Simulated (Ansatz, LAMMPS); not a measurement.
## Relaxing free surface of ionic liquid Pyr13+ acetate, from a frame at 300 K (136 atoms)

How does free surface of ionic liquid Pyr13+ acetate, from a frame at 300 K (136 atoms) relax, and what do bonds, charges and levels look like afterwards?

Method: Kohn-Sham DFT, PBE+D4, PAW (set soft_2), plane waves, in Ansatz 0.2.0.

## 1. The starting structure

The cell holds 136 atoms: 40 C, 4 N, 84 H and 8 O. Its edges and angles: a = 10.527 Å, b = 10.527 Å, c = 23.147 Å, α = 90.0°, β = 90.0°, γ = 90.0°. 4 Pyr13+, 4 acetate placed at random, at 1.01 g/cm³, as a film with 12 Å of vacuum; overlaps pushed apart, then 10 ps at 340 K with MMFF94 bonds, angles, torsions, charges and radii (Halgren, J. Comput. Chem. 17, 490 (1996)) in harmonic and 12-6 forms; charges of ions scaled by 0.8. Snapshot after 30 ps at 300 K and fixed volume. Vacuum lies along c.

Limits known from the start: The network of contacts between molecules at the start is that of the classical potential that made the cell. The Brillouin zone is sampled at Γ only, in a cell whose shortest periodic width is 11 Å.

## 2. Making the structure

A classical potential makes the cell, at a small fraction of what the same run would cost in DFT.

This step: classical MD, MMFF94 bonds, angles, torsions, charges and radii (Halgren, J. Comput. Chem. 17, 490 (1996)) in harmonic and 12-6 forms; charges of ions scaled by 0.8 (LAMMPS 22 Jul 2025 - Update 4).

File in.lmp:

```
# free surface of ionic liquid Pyr13+ acetate
units real
atom_style full
boundary p p p
bond_style harmonic
angle_style harmonic
dihedral_style opls
improper_style harmonic
special_bonds lj 0 0 0.5 coul 0 0 0.75
read_data data.lmp
neigh_modify delay 0 every 1 check yes one 4000
comm_modify cutoff 12.0
timestep 0.5
thermo_style custom step time temp pe press density
thermo_modify norm yes
# push overlapping molecules apart
pair_style soft 2.6
pair_coeff * * 0.0
variable a equal ramp(1,60)
fix ad all adapt 1 pair soft a * * v_a
velocity all create 340 536888 mom yes dist gaussian
fix lim all nve/limit 0.03
fix lan all langevin 340 340 50 536889 zero yes
thermo 1000
run 3000 post no
unfix ad
pair_style lj/cut/coul/long 9.0
pair_modify mix arithmetic
pair_coeff 1 1 0.0678 3.3680   # C
pair_coeff 2 2 0.0721 3.3270   # N
pair_coeff 3 3 0.0216 2.5400   # H
pair_coeff 4 4 0.0678 3.4070   # C
pair_coeff 5 5 0.0763 3.0960   # O
kspace_style pppm 1.0e-4
# [... 17 lines left out ...]
compute msd all msd com yes
thermo 7500
fix md all nvt temp 300 300 100
run 30000 post no
print "== T300: mean square displacement over the hold $(c_msd[4]:%.2f) A^2"
unfix md
uncompute msd
write_dump all custom T300.dump id type xs ys zs modify sort id
```

Run with:

```bash
$ lmp -in in.lmp -log none -nocite
```

Numbers of over 12 decimals in the logs are rounded to 6 here.

Log:

```text
LAMMPS (22 Jul 2025 - Update 4)
Reading data file ...
  orthogonal box = (0 0 0) to (10.52695 10.52695 23.14739)
  136 atoms
  orthogonal box = (0 0 0) to (10.52695 10.52695 23.14739)
  132 bonds
  252 angles
  348 dihedrals
  4 impropers
   Step          Time           Temp          PotEng         Press         Density
         0   0              340            0.40571675    -6480.1809      0.48495368
      1000   500            298.40873      1.5398258      8641.2995      0.48495368
      2000   1000           333.74536      1.5950138      6225.6704      0.48495368
      3000   1500           303.76152      1.6347724      2966.3068      0.48495368
WARNING: Bond/angle/dihedral extent > half of periodic box length
Loop time of 0.370914 s on 1 MPI rank(s) for 3000 steps with 136 atoms
PPPM initialization ...
  G vector (1/distance) = 0.26760684
  grid = 5 5 9
  estimated relative force accuracy = 5.54891e-05
[... 18 lines left out ...]
Loop time of 0.831745 s on 1 MPI rank(s) for 2000 steps with 136 atoms
WARNING: Bond/angle/dihedral extent > half of periodic box length
   Step          Time           Temp          PotEng         Press         Density
      2000   1000           340.72381     -1.0662369     -95.944402      0.48495368
[... 5 lines left out ...]
Loop time of 4.49237 s on 1 MPI rank(s) for 10000 steps with 136 atoms
   Step          Time           Temp          PotEng         Press         Density
[... 4 lines left out ...]
Loop time of 2.25882 s on 1 MPI rank(s) for 5000 steps with 136 atoms
   Step          Time           Temp          PotEng         Press         Density
[... 2 lines left out ...]
     30000   29000          323.73281     -1.4633704      1325.0719      0.48495368
     37500   36500          304.71362     -1.3720128      1305.5939      0.48495368
     45000   44000          273.71525     -1.2669617     -3535.9437      0.48495368
     47000   46000          288.79015     -1.3917841     -2703.9115      0.48495368
Loop time of 13.813 s on 1 MPI rank(s) for 30000 steps with 136 atoms
== T300: mean square displacement over the hold 9.55 A^2
```

Elapsed: 22 s, on 1 thread of Arm Neoverse V1, shared host; peak memory 0.12 GiB.

The input also reads data.lmp (atoms, bonds and types; not printed here).

## 3. Single point at the start

The forces at the start show how far the geometry lies from a minimum of this functional.

File input.yaml:

```yaml
crystal:
  lattice:
    - [10.52695, 0.0, 0.0]
    - [0.0, 10.52695, 0.0]
    - [0.0, 0.0, 23.14739]
  atoms:
    - { symbol: C, position: [0.91846, 0.833, 0.73428] }
    - { symbol: C, position: [0.84038, 0.82213, 0.67756] }
    - { symbol: C, position: [0.9288, 0.83907, 0.62794] }
    - { symbol: "N", position: [0.85465, 0.83992, 0.57229] }
    - { symbol: C, position: [0.94734, 0.85036, 0.52414] }
    - { symbol: C, position: [0.75265, 0.94292, 0.56933] }
    - { symbol: C, position: [0.62719, 0.88847, 0.58511] }
    - { symbol: C, position: [0.64492, 0.76619, 0.54676] }
    - { symbol: C, position: [0.77533, 0.7232, 0.56012] }
    - { symbol: H, position: [0.00241, 0.77113, 0.73711] }
    - { symbol: H, position: [0.9653, 0.92573, 0.73894] }
    - { symbol: H, position: [0.86436, 0.80882, 0.77051] }
    - { symbol: H, position: [0.78013, 0.90464, 0.68192] }
    - { symbol: H, position: [0.78611, 0.7373, 0.68102] }
    - { symbol: H, position: [0.9942, 0.75686, 0.62751] }
    - { symbol: H, position: [0.98614, 0.92837, 0.63144] }
    - { symbol: H, position: [0.90114, 0.86703, 0.48372] }
    - { symbol: H, position: [0.02221, 0.92575, 0.53383] }
    - { symbol: H, position: [0.00918, 0.76374, 0.52305] }
    - { symbol: H, position: [0.75782, 0.99172, 0.52694] }
    - { symbol: H, position: [0.77648, 0.01814, 0.60025] }
    - { symbol: H, position: [0.54021, 0.94656, 0.57389] }
    - { symbol: H, position: [0.62416, 0.85876, 0.63131] }
    - { symbol: H, position: [0.63581, 0.78386, 0.49876] }
    - { symbol: H, position: [0.57152, 0.69395, 0.55911] }
    - { symbol: H, position: [0.81971, 0.67846, 0.52072] }
    - { symbol: H, position: [0.78412, 0.6483, 0.59312] }
    - { symbol: C, position: [0.08829, 0.37522, 0.40236] }
    - { symbol: C, position: [0.006, 0.2622, 0.38678] }
    - { symbol: C, position: [0.88429, 0.30929, 0.35942] }
    - { symbol: "N", position: [0.78828, 0.20415, 0.35208] }
    - { symbol: C, position: [0.74314, 0.13763, 0.40683] }
    [... 98 atom lines left out ...]
    - { symbol: C, position: [0.3263, 0.34328, 0.30092] }
    - { symbol: O, position: [0.40457, 0.42076, 0.3208] }
    - { symbol: O, position: [0.29665, 0.23677, 0.32306] }
    - { symbol: H, position: [0.26231, 0.35167, 0.2129] }
    - { symbol: H, position: [0.25596, 0.49568, 0.24999] }
    - { symbol: H, position: [0.13894, 0.38534, 0.2658] }
kpoints:
  mp_grid: { grid: [1, 1, 1] }
hamiltonian:
  xc: pbe
  dispersion: d4
scf:
  occupations: { method: fixed }
output:
  forces: true
  populations: intrinsic
  dos:
    method: { smearing: { sigma: 0.08 } }
    de: 0.1
    projected: { site_lists: { C: [C], H: [H], "N": ["N"], O: [O] } }
  eigenvalues: true
```

Run with:

```bash
$ ansatz run input.yaml --threads 4 --pin off --max-ram 8192MiB --backend cpu --events-out ev --progress --plain --runs-dir out
```

Log:

```text
Engine: ansatz 0.2.0, aarch64-unknown-linux-gnu
Pseudopotentials: kind: paw
Pseudopotential: C, paw, valence charge 4, recommended cutoff 420 eV (normal), C.paw.azcp
Pseudopotential: N, paw, valence charge 5, recommended cutoff 420 eV (normal), N.paw.azcp
Pseudopotential: H, paw, valence charge 1, recommended cutoff 420 eV (normal), H.paw.azcp
Pseudopotential: O, paw, valence charge 6, recommended cutoff 420 eV (normal), O.paw.azcp
[... 5 lines on functional and potentials left out ...]
Crystal: 136 atoms, lattice volume = 2565.117 Å³
Basis set: ecut = 420 eV, 50193 PW (Γ), exchange–correlation on 144×144×320 points (8 copies of the dense FFT grid, shifted against one another)
Bands: 292, of which v1, the nominal top of the filled ones, is band 156 counted from 1 (155 counted from 0)
Symmetry: 1 space group operations
Space group: P1 (ITA 1), of the structure as read, at distance tolerance 1.4e-4 Å
k-points: 1
[... 9 lines on functional and potentials left out ...]
Initial density: superposition of atomic densities (neutral atoms: chi_scale 0, normalization atom), corrected by the library's trained network
Initial wavefunctions: pseudopotential atomic-orbital guess
Functional: x = pbe(κ = 0.804, μ = 0.219515), c = pbe(β = 0.066725)
SCF iter   1: F=—  HF=-17459.529453 eV  |F-HF|=—  |Δ(HF+E_count)|=         —  Δρ=4.80e-3  dr2=1.14e0  ethr=1.77e-3  ⟨swp⟩=5.0  Hψ=1025  notcnv=0  defer=134
preconditioner: auto → Resta (q_TF=auto, 1.920 Å⁻¹)  ε∞=1.8  [insulator: Δε(μ)=3.563 eV  Ē_g=14.237 eV  n_scr=322 (ndim 8)  ℏωp=12.6 eV  f_vac=0.545  ε∞_Penn≈1.8  vacuum switching on, ρ_ref=1.5e-2 e/Å³]
SCF iter   2: F=—  HF=-17459.230030 eV  |F-HF|=—  |Δ(HF+E_count)|=   2.99e-1  Δρ=2.78e-3  dr2=1.65e-1  ethr=3.65e-4  ⟨swp⟩=2.0  Hψ=493  notcnv=0  defer=132
SCF iter   3: F=—  HF=-17459.211293 eV  |F-HF|=—  |Δ(HF+E_count)|=   1.87e-2  Δρ=1.13e-3  dr2=4.35e-2  ethr=5.29e-5  ⟨swp⟩=2.0  Hψ=490  notcnv=0  defer=134
SCF iter   4: F=—  HF=-17459.210034 eV  |F-HF|=—  |Δ(HF+E_count)|=   1.26e-3  Δρ=6.92e-4  dr2=1.15e-2  ethr=1.39e-5  ⟨swp⟩=3.0  Hψ=320  notcnv=0  defer=134
SCF iter   5: F=—  HF=-17459.208810 eV  |F-HF|=—  |Δ(HF+E_count)|=   1.22e-3  Δρ=2.53e-4  dr2=1.42e-3  ethr=3.69e-6  ⟨swp⟩=3.0  Hψ=325  notcnv=0  defer=134
SCF iter   6: F=—  HF=-17459.208643 eV  |F-HF|=—  |Δ(HF+E_count)|=   1.67e-4  Δρ=7.80e-5  dr2=9.13e-5  ethr=4.54e-7  ⟨swp⟩=3.0  Hψ=320  notcnv=0  defer=134
SCF iter   7: F=—  HF=-17459.209663 eV  |F-HF|=—  |Δ(HF+E_count)|=   1.02e-3  Δρ=2.16e-5  dr2=7.59e-6  ethr=2.93e-8  ⟨swp⟩=3.0  Hψ=443  notcnv=0  defer=134
SCF iter   8: F=—  HF=-17459.209670 eV  |F-HF|=—  |Δ(HF+E_count)|=   6.36e-6  Δρ=8.55e-6  dr2=1.44e-6  ethr=2.43e-9  ⟨swp⟩=3.0  Hψ=314  notcnv=0  defer=134
SCF iter   9: F=—  HF=-17459.209670 eV  |F-HF|=—  |Δ(HF+E_count)|=   3.12e-7  Δρ=3.18e-6  dr2=1.97e-7  ethr=4.62e-10  ⟨swp⟩=3.0  Hψ=317  notcnv=0  defer=134
SCF iter  10: F=-17459.209670 eV  HF=-17459.209670 eV  |F-HF|=4.55e-9  |Δ(HF+E_count)|=   6.27e-8  Δρ=1.19e-6  dr2=2.75e-8  ethr=3.21e-11  ⟨swp⟩=22.0  Hψ=2527  notcnv=0
SCF 1 converged in 10 iterations: F = -17459.209670 eV  dr2 = 2.75e-8
  greatest PAW one-centre occupation: 0.873 electrons in one spin orbital (limit 2), on the O atom at site 110 (counted from 0), in its partial waves of l = 0
SCF converged after 10 iterations
Free energy (F): -17459.209670 eV
Harris-Foulkes:  -17459.209670 eV  (|F-HF|=4.55e-9)
Internal energy: -17459.209670 eV  (E = F + TS)
E sigma→0 (E₀):  -17459.209670 eV
Fermi energy:    -1.655997 eV
--- Per-component energies (eV) ---
  E_band       = -3075.557331
  E_kinetic    = 6757.487571
  E_local      = -102746.705746  (includes V_loc(G=0)·N_el)
  E_nonlocal   = 1795.517490
  E_hartree    = 48116.367555
  E_xc         = -3512.825631
  E_vxc        = -4417.136083  (∫ρ·V_xc dr)
  E_paw        = -5798.335305  (= ΣΔE_a)
  E_vpaw       = -697.366007  (= ΣTr[D̂ρ^β])
  E_aug_tail   = -0.095038  (compensation charges beyond the density's cutoff)
  E_ewald      = 37934.812949
  E_disp       = -5.433515  (pairwise vdW)
  E_smearing   = -0.000000  (= −TS)
  E_closure    = -0.000000  (closes the sum)
  Σ components = -17459.209670   (vs F -17459.209670, Δ=0.00e0)
--- Forces (eV/Å), atoms counted from 1 ---
  atom   1  C      1.74554597     0.01852851    -1.30448894
  atom   2  C      1.53770922     1.62164863     2.33731825
  atom   3  C     -0.23483567    -0.66633685    -0.00339598
  atom   4  N     -0.17299032     0.22227908    -0.87305230
  atom   5  C      2.77749979     0.56882064     0.64346596
  atom   6  C      0.97202052     2.90879059     0.90955205
  atom   7  C     -0.55913393    -1.50449900    -1.20566930
  atom   8  C     -2.59721451    -0.23987325     0.04716512
  atom   9  C      1.28943394    -2.26185368    -1.04799517
  atom  10  H     -0.10674222    -0.48562789    -0.41037683
  atom  11  H     -0.51607710     0.28683089     0.07777768
  atom  12  H     -1.17097719    -0.06913068     1.52688215
  atom  13  H     -0.78203701     0.24891917    -0.28618828
  atom  14  H     -0.53620260    -0.98877699    -0.51859082
[...]
atom 135  H      0.18156957     0.94504983    -0.16343136
  atom 136  H     -0.74310316    -0.47376094     0.03502119
  max |Σ_I F_I| component: 4.48e-5 eV/Å
--- Band table (eV) ---
  k-point 0: bands = ["-23.6402", "-23.4474", "-23.0677", "-22.9055", [... 276 levels ...], "7.0959", "7.1029", "7.1678", "7.1961", "7.2121", "7.2301", "7.2666", "7.2934", "7.3142", "7.3342", "7.4073", "7.4328"]
--- intrinsic populations: 136 sites ---
  site symbol       q [e]
     0      C      4.5540
     1      C      4.3455
     2      C      4.2187
[...]
135      H      0.8321
  spilling = 0.000000 (of n_electrons = 312.000000)
```

Elapsed: 30 s, on 4 threads of Arm Neoverse V1, shared host; peak memory 2.5 GiB.

Reading the cycles: dr2 is the Hartree energy of the density residual (eV), the measure of convergence; HF is the Harris–Foulkes estimate of the energy, which meets the free energy F at convergence.

Numbers from this run:

```
free energy                                      : -17459.2097 eV
free energy per atom                             : -128.3765 eV/atom
SCF cycles                                       : 10
r.m.s. force component                           : 0.8112 eV/Å
longest force                                    : 3.234 eV/Å
Fermi energy                                     : -1.656 eV
gap (highest filled to lowest empty level) : 2.926 eV
```

The r.m.s. force component of 0.81 eV/Å sets the starting point.

Neighbours are counted within 1.34 Å (H-C), 1.85 Å (C-C), 1.68 Å (C-O), 1.79 Å (C-N).

Length of the force by element and coordination:

```tsv
element	coordination	atoms	mean length of the force (eV/Å)	spread	least	most
C	all	40	1.79	0.813	0.0901	3.23
C	3	4	1.49	0.684	0.812	2.29
C	4	36	1.82	0.819	0.0901	3.23
H	all	84	0.884	0.407	0.0732	2.26
N	all	4	1.77	0.793	0.917	2.90
O	all	8	1.38	0.696	0.362	2.45
```

[end of part 1 of 3]

[Logs are printed without paths, hosts, clocks, repeated set-up lines and the standing remarks that a program may print on its own settings, such as how far it seeks lower states.]

[Hosts, paths, dates, database ids (printed as entryN), source tags and the programs' standing remarks are cut or masked in the printed files.]

[The MMFF94 radii named for the starting cell were scaled by 0.96; in molecules described by MMFF94, hydrogen bound to N, O or S took a small fixed 12-6 site in their place.]
